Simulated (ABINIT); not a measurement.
# TiO2 (Anatase): G0W0 with ABINIT, start to end, part 2 of 3

How does a plane-wave GW calculation on TiO2 (Anatase) run from the first input to the gap?

ABINIT 10.8.3; PBE and many-body steps on it, plane waves. Known limits of the many-body steps: not at the basis limit.

So far. Step 2 (Ground state): The gap is indirect, with the least direct gap 0.31 eV higher.

### 3. Bands along the symmetry lines

Level of this step: DFT, PBE, plane waves, norm-conserving pseudopotentials (ABINIT).

The cheap functional maps the bands first; the places of the edges decide which points the dearer methods must see.

File run.abi:

```
acell 3*1.0 Angstrom
rprim 
  -1.892100000000 1.892100000000 4.757300000000
  1.892100000000 -1.892100000000 4.757300000000
  1.892100000000 1.892100000000 -4.757300000000
ntypat 2
znucl 22 8
natom 6
typat 1 1 2 2 2 2
xred 
  0.000000000000 0.000000000000 0.000000000000
  0.750000000000 0.250000000000 0.500000000000
  0.208100000000 0.208100000000 0.000000000000
  0.958100000000 0.458100000000 0.500000000000
  0.541900000000 0.041900000000 0.500000000000
  0.791900000000 0.791900000000 0.000000000000
pp_dirpath "pseudos"
pseudos "Ti.upf, O.upf"
ecut 38
iscf -2
irdden 1
kptopt 0
nkpt 76
kpt 
  0.00000000 0.00000000 0.00000000
  0.00000000 0.00000000 0.06250000
  0.00000000 0.00000000 0.12500000
  0.00000000 0.00000000 0.18750000
  0.00000000 0.00000000 0.25000000
  0.00000000 0.00000000 0.31250000
  0.00000000 0.00000000 0.37500000
  0.00000000 0.00000000 0.43750000
  0.00000000 0.00000000 0.50000000
  0.03125000 0.03125000 0.46875000
  0.06250000 0.06250000 0.43750000
  0.09375000 0.09375000 0.40625000
  0.12500000 0.12500000 0.37500000
  0.15625000 0.15625000 0.34375000
  0.18750000 0.18750000 0.31250000
  0.21875000 0.21875000 0.28125000
  0.25000000 0.25000000 0.25000000
  0.21875000 0.28125000 0.21875000
  0.18750000 0.31250000 0.18750000
  0.15625000 0.34375000 0.15625000
  0.12500000 0.37500000 0.12500000
  0.09375000 0.40625000 0.09375000
  0.06250000 0.43750000 0.06250000
  0.03125000 0.46875000 0.03125000
  0.00000000 0.50000000 0.00000000
  0.00000000 0.43750000 0.00000000
  0.00000000 0.37500000 0.00000000
  0.00000000 0.31250000 0.00000000
  0.00000000 0.25000000 0.00000000
  0.00000000 0.18750000 0.00000000
  0.00000000 0.12500000 0.00000000
  0.00000000 0.06250000 0.00000000
  0.00000000 0.00000000 0.00000000
  0.06250000 0.06250000 -0.06250000
  0.12500000 0.12500000 -0.12500000
  0.18750000 0.18750000 -0.18750000
  0.25000000 0.25000000 -0.25000000
  0.31250000 0.31250000 -0.31250000
  0.37500000 0.37500000 -0.37500000
  0.43750000 0.43750000 -0.43750000
  0.50000000 0.50000000 -0.50000000
  0.47369330 0.52630670 -0.47369330
  0.44738660 0.55261340 -0.44738660
  0.42107990 0.57892010 -0.42107990
  0.39477321 0.60522679 -0.39477321
  0.36846651 0.63153349 -0.36846651
  0.34215981 0.65784019 -0.34215981
  0.31585311 0.68414689 -0.31585311
  0.28954641 0.71045359 -0.28954641
  -0.28954641 0.28954641 0.28954641
  -0.25335311 0.25335311 0.25335311
  -0.21715981 0.21715981 0.21715981
  -0.18096651 0.18096651 0.18096651
  -0.14477320 0.14477320 0.14477320
  -0.10857990 0.10857990 0.10857990
  -0.07238660 0.07238660 0.07238660
  -0.03619330 0.03619330 0.03619330
  0.00000000 0.00000000 0.00000000
  0.00000000 0.00000000 0.50000000
  -0.00988660 0.00988660 0.50000000
  -0.01977321 0.01977321 0.50000000
  -0.02965981 0.02965981 0.50000000
  -0.03954642 0.03954642 0.50000000
  -0.04943302 0.04943302 0.50000000
  -0.05931962 0.05931962 0.50000000
  -0.06920623 0.06920623 0.50000000
  -0.07909283 0.07909283 0.50000000
  0.50000000 0.50000000 -0.07909283
  0.50000000 0.50000000 -0.13170623
  0.50000000 0.50000000 -0.18431962
  0.50000000 0.50000000 -0.23693302
  0.50000000 0.50000000 -0.28954642
  0.50000000 0.50000000 -0.34215981
  0.50000000 0.50000000 -0.39477321
  0.50000000 0.50000000 -0.44738660
  0.50000000 0.50000000 -0.50000000
istwfk *1
nband 31
nbdbuf 2
tolwfr 1e-08
nstep 40
prtwf 0
prtvol 0
indata_prefix "in"
outdata_prefix "out"
tmpdata_prefix "tmp"
```

Command:

```sh
$ OMP_NUM_THREADS=1 mpirun -n 8 abinit run.abi > log
```

Numbers of over 12 decimals in the logs are rounded to 6 here.

Output:

```text
.Version 10.8.3 of ABINIT. v10.8.2 released Aug 2026.

 Symmetries : space group I4_1/a m d (#141); Bravais tI (body-center tetrag.)
[... echo of the input left out ...]
== DATASET  1 ==================================================================
-   mpi_nproc: 8, omp_nthreads: 1 (-1 if OMP is not activated)

--- !DatasetInfo
iteration_state: {dtset: 1, }
dimensions: {natom: 6, nkpt: 76, mband: 31, nsppol: 1, nspinor: 1, nspden: 1, mpw: 5174, }
cutoff_energies: {ecut:  38.0, pawecutdg:  -1.0, }
electrons: {nelect:   4.80000000E+01, charge:   0.00000000E+00, occopt:   1.00000000E+00, tsmear:   1.00000000E-02, }

 Real(R)+Recip(G) space primitive vectors, cartesian coordinates (Bohr,Bohr^-1):
 R(1)= -3.5755508  3.5755508  8.9899941  G(1)=  0.0000000  0.1398386  0.0556174
 R(2)=  3.5755508 -3.5755508  8.9899941  G(2)=  0.1398386  0.0000000  0.0556174
 R(3)=  3.5755508  3.5755508 -8.9899941  G(3)=  0.1398386  0.1398386  0.0000000
 Unit cell volume ucvol=  4.5973260E+02 bohr^3
 Angles (23,13,12)=  1.39434593E+02  1.39434593E+02  5.87128032E+01 degrees

 getcut: wavevector=  0.0000  0.0000  0.0000  ngfft=  60  60  60
         ecut(hartree)=     38.000   => boxcut(ratio)=   2.09654

--- Pseudopotential description ------------------------------------------------
- Ti Generated using ONCVPSP code by D. R. Hamann
- 22.00000  12.00000  171031                  znucl, zion, pspdat
12 -101130 2 -1 1586                          pspcod,pspxc,lmax,lloc,mmax
     nproj     2     2     2
  pspatm : epsatm=   14.68144553
         --- l  ekb(1:nproj) -->
             0   11.362348    1.263639
             1    1.975402   -0.084666
             2   -5.186090   -1.477451
 pspatm: atomic psp has been read  and splines computed

- O Generated using ONCVPSP code by D. R. Hamann
-  8.00000   6.00000  171031                  znucl, zion, pspdat
12 -101130 2 -1 936                           pspcod,pspxc,lmax,lloc,mmax
     nproj     2     2     1
  pspatm : epsatm=    6.19545534
         --- l  ekb(1:nproj) -->
[...]
2   -1.331955
 pspatm: atomic psp has been read  and splines computed

--------------------------------------------------------------------------------

================================================================================
 prteigrs : about to open file out_EIG
 Non-SCF case, kpt    1 (  0.00000  0.00000  0.00000), residuals and eigenvalues=
  8.80E-09  3.41E-09  8.12E-09  4.55E-09  6.70E-09  5.07E-09  6.60E-09  2.55E-09
  8.75E-09  6.50E-09  4.37E-09  5.19E-09  3.05E-09  4.58E-09  9.65E-09  3.99E-09
  5.15E-09  5.34E-09  9.92E-09  4.23E-09  6.85E-09  4.27E-09  4.12E-09  6.23E-09
  6.43E-09  8.56E-09  9.13E-09  6.72E-09  6.84E-09  6.92E-09  9.76E-05
 -1.9185E+00 -1.9163E+00 -1.0546E+00 -1.0458E+00 -1.0458E+00 -1.0432E+00
 -1.0432E+00 -1.0400E+00 -4.9493E-01 -4.5758E-01 -4.5221E-01 -4.3977E-01
[...]
1.0230E-01  1.0230E-01  1.0539E-01  1.0539E-01  1.4716E-01  1.4716E-01
  2.4407E-01  2.4407E-01  2.9217E-01  2.9217E-01  3.0912E-01  3.0912E-01
  3.3636E-01

--- !ResultsGS
iteration_state: {dtset: 1, }
comment   : Summary of ground state results
lattice_vectors:
- [ -3.5755508,   3.5755508,   8.9899941, ]
- [  3.5755508,  -3.5755508,   8.9899941, ]
- [  3.5755508,   3.5755508,  -8.9899941, ]
lattice_lengths: [  10.31451,   10.31451,   10.31451, ]
lattice_angles: [139.435, 139.435,  58.713, ] # degrees, (23, 13, 12)
lattice_volume:   4.5973260E+02
convergence: {deltae:  0.000E+00, res2:  0.000E+00, residm:  9.996E-09, diffor:  0.000E+00, }
etotal    :  -1.85216948E+02
entropy   :   0.00000000E+00
fermie    :   1.50508157E-01
cartesian_stress_tensor: null
pressure_GPa: null
xred      :
- [  0.0000E+00,   0.0000E+00,   0.0000E+00, Ti]
- [  7.5000E-01,   2.5000E-01,   5.0000E-01, Ti]
- [  2.0810E-01,   2.0810E-01,  -3.2879E-19,  O]
- [  9.5810E-01,   4.5810E-01,   5.0000E-01,  O]
- [  5.4190E-01,   4.1900E-02,   5.0000E-01,  O]
- [  7.9190E-01,   7.9190E-01,  -1.2512E-18,  O]
cartesian_forces: null
force_length_stats: {min: null, max: null, mean: null, }

 Integrated electronic density in atomic spheres:
 ------------------------------------------------
 Atom  Sphere_radius  Integrated_density
[...]
================================================================================

 ----iterations are completed or convergence reached----

 Mean square residual over all n,k,spin=   62.310E-10; max=  99.956E-10
 reduced coordinates (array xred) for    6 atoms
[...]
0.541900000000      0.041900000000      0.500000000000
       0.791900000000      0.791900000000     -0.000000000000

 cartesian coordinates (angstrom) at end:
    1      0.000000     0.000000     0.000000
    2      0.000000     1.892100     2.378650
    3      0.000000    -0.000000     1.979988
    4      0.000000     1.892100     4.358638
    5     -0.000000     1.892100     0.398662
    6      0.000000    -0.000000     7.534612
 length scales=  1.889726125908  1.889726125908  1.889726125908 bohr
              =  1.000000000000  1.000000000000  1.000000000000 angstroms
 prteigrs : about to open file out_EIG
 Eigenvalues (hartree) for nkpt=  76  k points:
 kpt#   1, nband= 31, wtk=  1.00000, kpt=  0.0000  0.0000  0.0000 (reduced coord)
[...]
kpt#   2, nband= 31, wtk=  1.00000, kpt=  0.0000  0.0000  0.0625 (reduced coord)
[...]
kpt#   3, nband= 31, wtk=  1.00000, kpt=  0.0000  0.0000  0.1250 (reduced coord)
[...]
kpt#  75, nband= 31, wtk=  1.00000, kpt=  0.5000  0.5000 -0.4474 (reduced coord)
[...]
0.24693    0.24693    0.29047    0.29047    0.30424    0.30424    0.34251
 kpt#  76, nband= 31, wtk=  1.00000, kpt=  0.5000  0.5000 -0.5000 (reduced coord)
[...]
-0.47333   -0.47333   -0.44981   -0.44981    0.01469    0.01469    0.01653    0.01653
   0.07689    0.07689    0.10230    0.10230    0.10539    0.10539    0.14716    0.14716
   0.24407    0.24407    0.29217    0.29217    0.30912    0.30912    0.33636

== END DATASET(S) ==============================================================
================================================================================

 -outvars: echo values of variables after computation  --------
            nband          31
             nkpt          76
          spgroup         141
 [... the other variables as echoed above ...]

 Calculation completed.
```

The job ended after 90 s (8 MPI ranks of Arm Neoverse V2, shared host; peak memory 0.8 GiB).

This step gave:

```yaml
gap: 2.141 eV
k_of_the_valence_top: 0, 0, 0.4375
k_of_the_conduction_bottom: 0, 0, 0
least_direct_gap: 2.492 eV
```

The gap is 2.141 eV, −0.045 eV from the run before at this level.

Electronic bands along the path, in eV, zero at the top of the highest filled band:

```tsv
point	band 21	band 22	band 23	band 24	band 25	band 26	band 27	band 28
Γ	-0.78	-0.78	-0.48	-0.48	2.14	2.89	4.02	4.02
halfway	-1.84	-0.96	-0.61	-0.25	3.01	3.16	3.54	3.77
X	-2.07	-2.07	-0.05	-0.05	3.38	3.38	3.85	3.85
halfway	-1.81	-1.81	-0.14	-0.14	3.45	3.45	3.78	3.78
P	-1.60	-1.60	-0.24	-0.24	3.61	3.61	3.64	3.64
halfway	-1.90	-0.97	-0.60	-0.35	3.18	3.32	3.71	3.73
N	-1.96	-0.95	-0.86	-0.65	3.27	3.58	3.60	3.70
halfway	-1.35	-0.80	-0.80	-0.53	3.00	3.26	3.36	3.64
Γ	-0.78	-0.78	-0.48	-0.48	2.14	2.89	4.02	4.02
halfway	-1.08	-1.08	-0.25	-0.25	2.24	2.77	3.86	3.86
M	-1.27	-1.27	-0.14	-0.14	2.50	2.50	3.81	3.81
halfway	-1.32	-0.72	-0.61	-0.57	2.76	3.23	3.44	3.58
S	-1.20	-0.94	-0.91	-0.84	3.24	3.52	3.60	3.66
jump to S0	-1.20	-0.94	-0.91	-0.84	3.24	3.52	3.60	3.66
halfway	-1.49	-0.92	-0.84	-0.58	3.15	3.34	3.37	3.66
Γ	-0.78	-0.78	-0.48	-0.48	2.14	2.89	4.02	4.02
jump to X	-2.07	-2.07	-0.05	-0.05	3.38	3.38	3.85	3.85
halfway	-2.02	-2.02	-0.06	-0.06	3.37	3.37	3.83	3.83
R	-1.91	-1.91	-0.09	-0.09	3.35	3.35	3.79	3.79
jump to G	-1.91	-1.91	-0.09	-0.09	3.35	3.35	3.79	3.79
halfway	-1.09	-1.09	-0.53	-0.53	3.08	3.08	3.58	3.58
M	-1.27	-1.27	-0.14	-0.14	2.50	2.50	3.81	3.81
```

### 4. Empty states on the mesh, 4×4×4 mesh, 116 bands

The sums over transitions need many empty states on a uniform mesh; this step solves for them.

File run.abi:

```
acell 3*1.0 Angstrom
rprim 
  -1.892100000000 1.892100000000 4.757300000000
  1.892100000000 -1.892100000000 4.757300000000
  1.892100000000 1.892100000000 -4.757300000000
ntypat 2
znucl 22 8
natom 6
typat 1 1 2 2 2 2
xred 
  0.000000000000 0.000000000000 0.000000000000
  0.750000000000 0.250000000000 0.500000000000
  0.208100000000 0.208100000000 0.000000000000
  0.958100000000 0.458100000000 0.500000000000
  0.541900000000 0.041900000000 0.500000000000
  0.791900000000 0.791900000000 0.000000000000
pp_dirpath "pseudos"
pseudos "Ti.upf, O.upf"
ecut 38
ngkpt 4 4 4
nshiftk 1
shiftk 0 0 0
kptopt 1
chksymbreak 0
iscf -2
irdden 1
istwfk *1
nband 116
nbdbuf 10
tolwfr 1e-09
nstep 60
prtvol 0
indata_prefix "in"
outdata_prefix "out"
tmpdata_prefix "tmp"
```

Output:

```text
.Version 10.8.3 of ABINIT. v10.8.2 released Aug 2026.

 Symmetries : space group I4_1/a m d (#141); Bravais tI (body-center tetrag.)
[... echo of the input left out ...]
== DATASET  1 ==================================================================
-   mpi_nproc: 8, omp_nthreads: 1 (-1 if OMP is not activated)
-    --> not optimal distribution: autoparal keyword recommended in input file <--

--- !DatasetInfo
iteration_state: {dtset: 1, }
dimensions: {natom: 6, nkpt: 13, mband: 116, nsppol: 1, nspinor: 1, nspden: 1, mpw: 5174, }
cutoff_energies: {ecut:  38.0, pawecutdg:  -1.0, }
electrons: {nelect:   4.80000000E+01, charge:   0.00000000E+00, occopt:   1.00000000E+00, tsmear:   1.00000000E-02, }

 Real(R)+Recip(G) space primitive vectors, cartesian coordinates (Bohr,Bohr^-1):
 R(1)= -3.5755508  3.5755508  8.9899941  G(1)=  0.0000000  0.1398386  0.0556174
 R(2)=  3.5755508 -3.5755508  8.9899941  G(2)=  0.1398386  0.0000000  0.0556174
 R(3)=  3.5755508  3.5755508 -8.9899941  G(3)=  0.1398386  0.1398386  0.0000000
 Unit cell volume ucvol=  4.5973260E+02 bohr^3
 Angles (23,13,12)=  1.39434593E+02  1.39434593E+02  5.87128032E+01 degrees

 getcut: wavevector=  0.0000  0.0000  0.0000  ngfft=  60  60  60
         ecut(hartree)=     38.000   => boxcut(ratio)=   2.09654

--- Pseudopotential description ------------------------------------------------
- Ti Generated using ONCVPSP code by D. R. Hamann
- 22.00000  12.00000  171031                  znucl, zion, pspdat
12 -101130 2 -1 1586                          pspcod,pspxc,lmax,lloc,mmax
     nproj     2     2     2
  pspatm : epsatm=   14.68144553
         --- l  ekb(1:nproj) -->
             0   11.362348    1.263639
             1    1.975402   -0.084666
             2   -5.186090   -1.477451
 pspatm: atomic psp has been read  and splines computed

- O Generated using ONCVPSP code by D. R. Hamann
-  8.00000   6.00000  171031                  znucl, zion, pspdat
12 -101130 2 -1 936                           pspcod,pspxc,lmax,lloc,mmax
     nproj     2     2     1
  pspatm : epsatm=    6.19545534
         --- l  ekb(1:nproj) -->
[...]
2   -1.331955
 pspatm: atomic psp has been read  and splines computed

--------------------------------------------------------------------------------

================================================================================
 prteigrs : about to open file out_EIG
 Non-SCF case, kpt    1 (  0.00000  0.00000  0.00000), residuals and eigenvalues=
  4.91E-10  6.91E-10  7.34E-10  7.91E-10  7.22E-10  3.99E-10  8.56E-10  5.71E-10
  1.46E-10  1.19E-10  9.37E-11  1.14E-10  1.75E-10  1.82E-10  1.89E-10  1.87E-10
  2.07E-10  1.80E-10  1.60E-10  1.60E-10  2.54E-10  2.28E-10  1.35E-10  1.61E-10
[...]
3.20E-05  1.92E-05  8.33E-06  1.02E-03
 -1.9185E+00 -1.9163E+00 -1.0546E+00 -1.0458E+00 -1.0458E+00 -1.0432E+00
 -1.0432E+00 -1.0400E+00 -4.9493E-01 -4.5758E-01 -4.5221E-01 -4.3977E-01
  7.0812E-03  1.1453E-02  1.1453E-02  2.6319E-02  7.5837E-02  7.5837E-02
[...]
2.2393E+00  2.2523E+00  2.2574E+00  2.2574E+00  2.2665E+00  2.2665E+00
  2.2867E+00  2.3216E+00  2.3250E+00  2.3557E+00  2.3557E+00  2.3638E+00
  2.3883E+00  2.3907E+00
 prteigrs : prtvol=0 or 1, do not print more k-points.

--- !ResultsGS
iteration_state: {dtset: 1, }
comment   : Summary of ground state results
lattice_vectors:
- [ -3.5755508,   3.5755508,   8.9899941, ]
- [  3.5755508,  -3.5755508,   8.9899941, ]
- [  3.5755508,   3.5755508,  -8.9899941, ]
lattice_lengths: [  10.31451,   10.31451,   10.31451, ]
lattice_angles: [139.435, 139.435,  58.713, ] # degrees, (23, 13, 12)
lattice_volume:   4.5973260E+02
convergence: {deltae:  0.000E+00, res2:  0.000E+00, residm:  9.929E-10, diffor:  0.000E+00, }
etotal    :  -1.85216948E+02
entropy   :   0.00000000E+00
fermie    :   1.50508157E-01
cartesian_stress_tensor: null
pressure_GPa: null
xred      :
- [  0.0000E+00,   0.0000E+00,   0.0000E+00, Ti]
- [  7.5000E-01,   2.5000E-01,   5.0000E-01, Ti]
- [  2.0810E-01,   2.0810E-01,  -3.2879E-19,  O]
- [  9.5810E-01,   4.5810E-01,   5.0000E-01,  O]
- [  5.4190E-01,   4.1900E-02,   5.0000E-01,  O]
- [  7.9190E-01,   7.9190E-01,  -1.2512E-18,  O]
cartesian_forces: null
force_length_stats: {min: null, max: null, mean: null, }

 Integrated electronic density in atomic spheres:
 ------------------------------------------------
 Atom  Sphere_radius  Integrated_density
[...]
================================================================================

 ----iterations are completed or convergence reached----

 Mean square residual over all n,k,spin=   40.208E-11; max=  99.287E-11
 reduced coordinates (array xred) for    6 atoms
[...]
0.541900000000      0.041900000000      0.500000000000
       0.791900000000      0.791900000000     -0.000000000000

 cartesian coordinates (angstrom) at end:
    1      0.000000     0.000000     0.000000
    2      0.000000     1.892100     2.378650
[...]
6      0.000000    -0.000000     7.534612
 length scales=  1.889726125908  1.889726125908  1.889726125908 bohr
              =  1.000000000000  1.000000000000  1.000000000000 angstroms
 prteigrs : about to open file out_EIG
 Eigenvalues (hartree) for nkpt=  13  k points:
 kpt#   1, nband=116, wtk=  0.01563, kpt=  0.0000  0.0000  0.0000 (reduced coord)
[...]
2.07360    2.07360    2.09849    2.09849    2.13804    2.20922    2.23934    2.25230
   2.25735    2.25735    2.26650    2.26650    2.28666    2.32165    2.32499    2.35568
   2.35572    2.36383    2.38831    2.39071
 prteigrs : prtvol=0 or 1, do not print more k-points.

== END DATASET(S) ==============================================================
================================================================================

 -outvars: echo values of variables after computation  --------
            nband         116
             nkpt          13
          spgroup         141
 [... the other variables as echoed above ...]

 Calculation completed.
```

Elapsed: 43 s, on 8 MPI ranks; peak memory 0.77 GiB; 5.7 min of CPU time.

Numbers from this step:

| Item | Value |
| --- | --- |
| gap | 2.189 eV |
| k of the valence top | 0.5, 0.5, 0 |
| k of the conduction bottom | 0, 0, 0 |
| least direct gap | 2.492 eV |
| k points computed | 13 |
| lowest point of the top converged band, above the valence top | 56.3774 eV |

On this mesh the gap is 2.189 eV.

(Continued in part 3 of 3.)

[Paths, hosts, dates, memory and timing lines, banners, echoed tables and standing remarks are left out of the program output.]

[Logs are printed without paths, hosts, clocks, repeated set-up lines and the standing remarks that a program may print on its own settings, such as how far it seeks lower states.]

[Runs of the session that timed out or met a known fault of the program may be left out.]

[Hosts, paths, dates, database ids (printed as entryN), source tags and the programs' standing remarks are cut or masked in the printed files.]

[G0W0 gaps are taken among the corrected bands and points alone; a level outside them can change the order at an edge.]

[Where Ansatz stands beside ABINIT at settings called matched, ABINIT's density can come from a denser mesh and the files from another edition; pairs whose starting gaps differed by over 0.03 eV were left out, so agreement reads better than it is.]
